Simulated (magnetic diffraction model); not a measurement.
# Solving a magnetic structure from powder neutron data: RbHoSn

Space group P6_3mc (no. 186), a = 5.6360 Å, c = 8.9660 Å.

| site | atom | x | y | z |
| --- | --- | --- | --- | --- |
| 2a | Ho | 0 | 0 | 0.9917 |
| 2b | Sn | 2/3 | 1/3 | 0.7237 |
| 2b | Rb | 2/3 | 1/3 | 0.3223 |

The compound is invented for this exercise: a known structure type with other elements, its cell scaled to their sizes and not relaxed.

Only Ho is taken to order (form factors of Ho3+); orders and moment sizes are assumed, and not adapted to the symmetry. Radiation: neutrons of λ = 2.41 Å, 8° to 85°; isotropic B of 0.39 Å² (Ho), 0.41 Å² (Sn) and 0.4 Å² (Rb). The intensities are simulated: I ∝ L Σ (|F_N|² + |F_M⊥|²) for unpolarised neutrons, with F_M = 2.695 fm/μB × Σ f(s) S exp(2πi Q·r) exp(−B s²) at Q = H ± k (one set where k and −k are equivalent), only the part normal to Q counting and L = 1/(sin²θ cos θ). For collinear order S is the moment m, which repeats by lattice and centring translations R with the sign exp(−2πi k·R). Form factors are spin-only for 3d ions and dipole or tabulated for f ions, scattering lengths are Sears's of 1992, and absorption is left out. A label names one of the reflections at its angle. The strongest nuclear line in the range is 100, and lines under 0.2 are left out.

Above the ordering temperature:

| 2θ (°) | index | I |
| --- | --- | --- |
| 28.59 | (1 0 0) | 1.1 |
| 31.18 | (0 0 2) | 4.3 |
| 32.65 | (1 0 1) | 12.3 |
| 42.81 | (1 0 2) | 100.0 |
| 50.63 | (1 1 0) | 98.3 |
| 56.43 | (1 0 3) | 30.9 |
| 59.18 | (2 0 0) | 0.3 |
| 60.67 | (1 1 2) | 7.9 |
| 61.56 | (2 0 1) | 4.0 |
| 65.04 | (0 0 4) | 6.0 |
| 68.41 | (2 0 2) | 46.3 |
| 72.54 | (1 0 4) | 12.2 |
| 79.21 | (2 0 3) | 18.9 |
| 81.56 | (2 1 0) | 0.4 |
| 83.65 | (2 1 1) | 5.3 |

Below it (cell unchanged):

```tsv
2θ (°)	I
15.45	399.1
28.59	1.1
31.18	4.3
32.65	328.5
42.81	100.0
47.55	38.6
50.63	98.3
53.26	98.9
56.43	169.2
59.18	0.3
60.67	7.9
61.56	75.0
65.04	6.0
68.41	46.3
71.99	69.9
72.54	12.2
79.21	73.6
81.56	0.4
83.65	78.3
84.44	11.5
```

**Question.** Find the propagation vector, then choose among these models:
A. collinear moments along [101], 9.1 μB on Ho; signs + at (0, 0, 0.9917), + at (0, 0, 0.4917)
B. collinear moments along [100], 9.1 μB on Ho; signs + at (0, 0, 0.9917), − at (0, 0, 0.4917)
C. collinear moments along [101], 9.1 μB on Ho; signs + at (0, 0, 0.9917), − at (0, 0, 0.4917)
D. collinear moments along [100], 9.1 μB on Ho; signs + at (0, 0, 0.9917), + at (0, 0, 0.4917)

No line moves, and magnetic intensity falls on nuclear lines such as the one at 32.65°; new lines at (0 0 1), (0 0 3) and (1 1 1) have whole indices that obey the lattice centring, at places with no nuclear intensity to speak of, so the magnetic cell equals the chemical primitive cell: k = 0.

Magnetic intensity, observed (below minus above) and for each model:

| 2θ (°) | index | observed | A | B | C | D |
| --- | --- | --- | --- | --- | --- | --- |
| 15.45 | (0 0 1) | 399.1 | <0.2 | 399.1 | 113.0 | <0.2 |
| 28.59 | (1 0 0) | <0.2 | 291.6 | <0.2 | <0.2 | 169.8 |
| 32.65 | (1 0 1) | 316.2 | <0.2 | 316.2 | 374.2 | <0.2 |
| 42.81 | (1 0 2) | <0.2 | 158.6 | <0.2 | <0.2 | 223.8 |
| 53.26 | (1 1 1) | 98.9 | <0.2 | 98.9 | 146.4 | <0.2 |
| 56.43 | (1 0 3) | 138.3 | <0.2 | 138.3 | 70.5 | <0.2 |
| 61.56 | (2 0 1) | 71.0 | <0.2 | 71.0 | 108.7 | <0.2 |
| 83.65 | (2 1 1) | 73.0 | <0.2 | 73.0 | 117.1 | <0.2 |

Model B matches.

The structure used: k = (0 0 0), collinear moments along [100], 9.1 μB on Ho; signs + at (0, 0, 0.9917), − at (0, 0, 0.4917).

[Logs are printed without paths, hosts, clocks, repeated set-up lines and the standing remarks that a program may print on its own settings, such as how far it seeks lower states.]
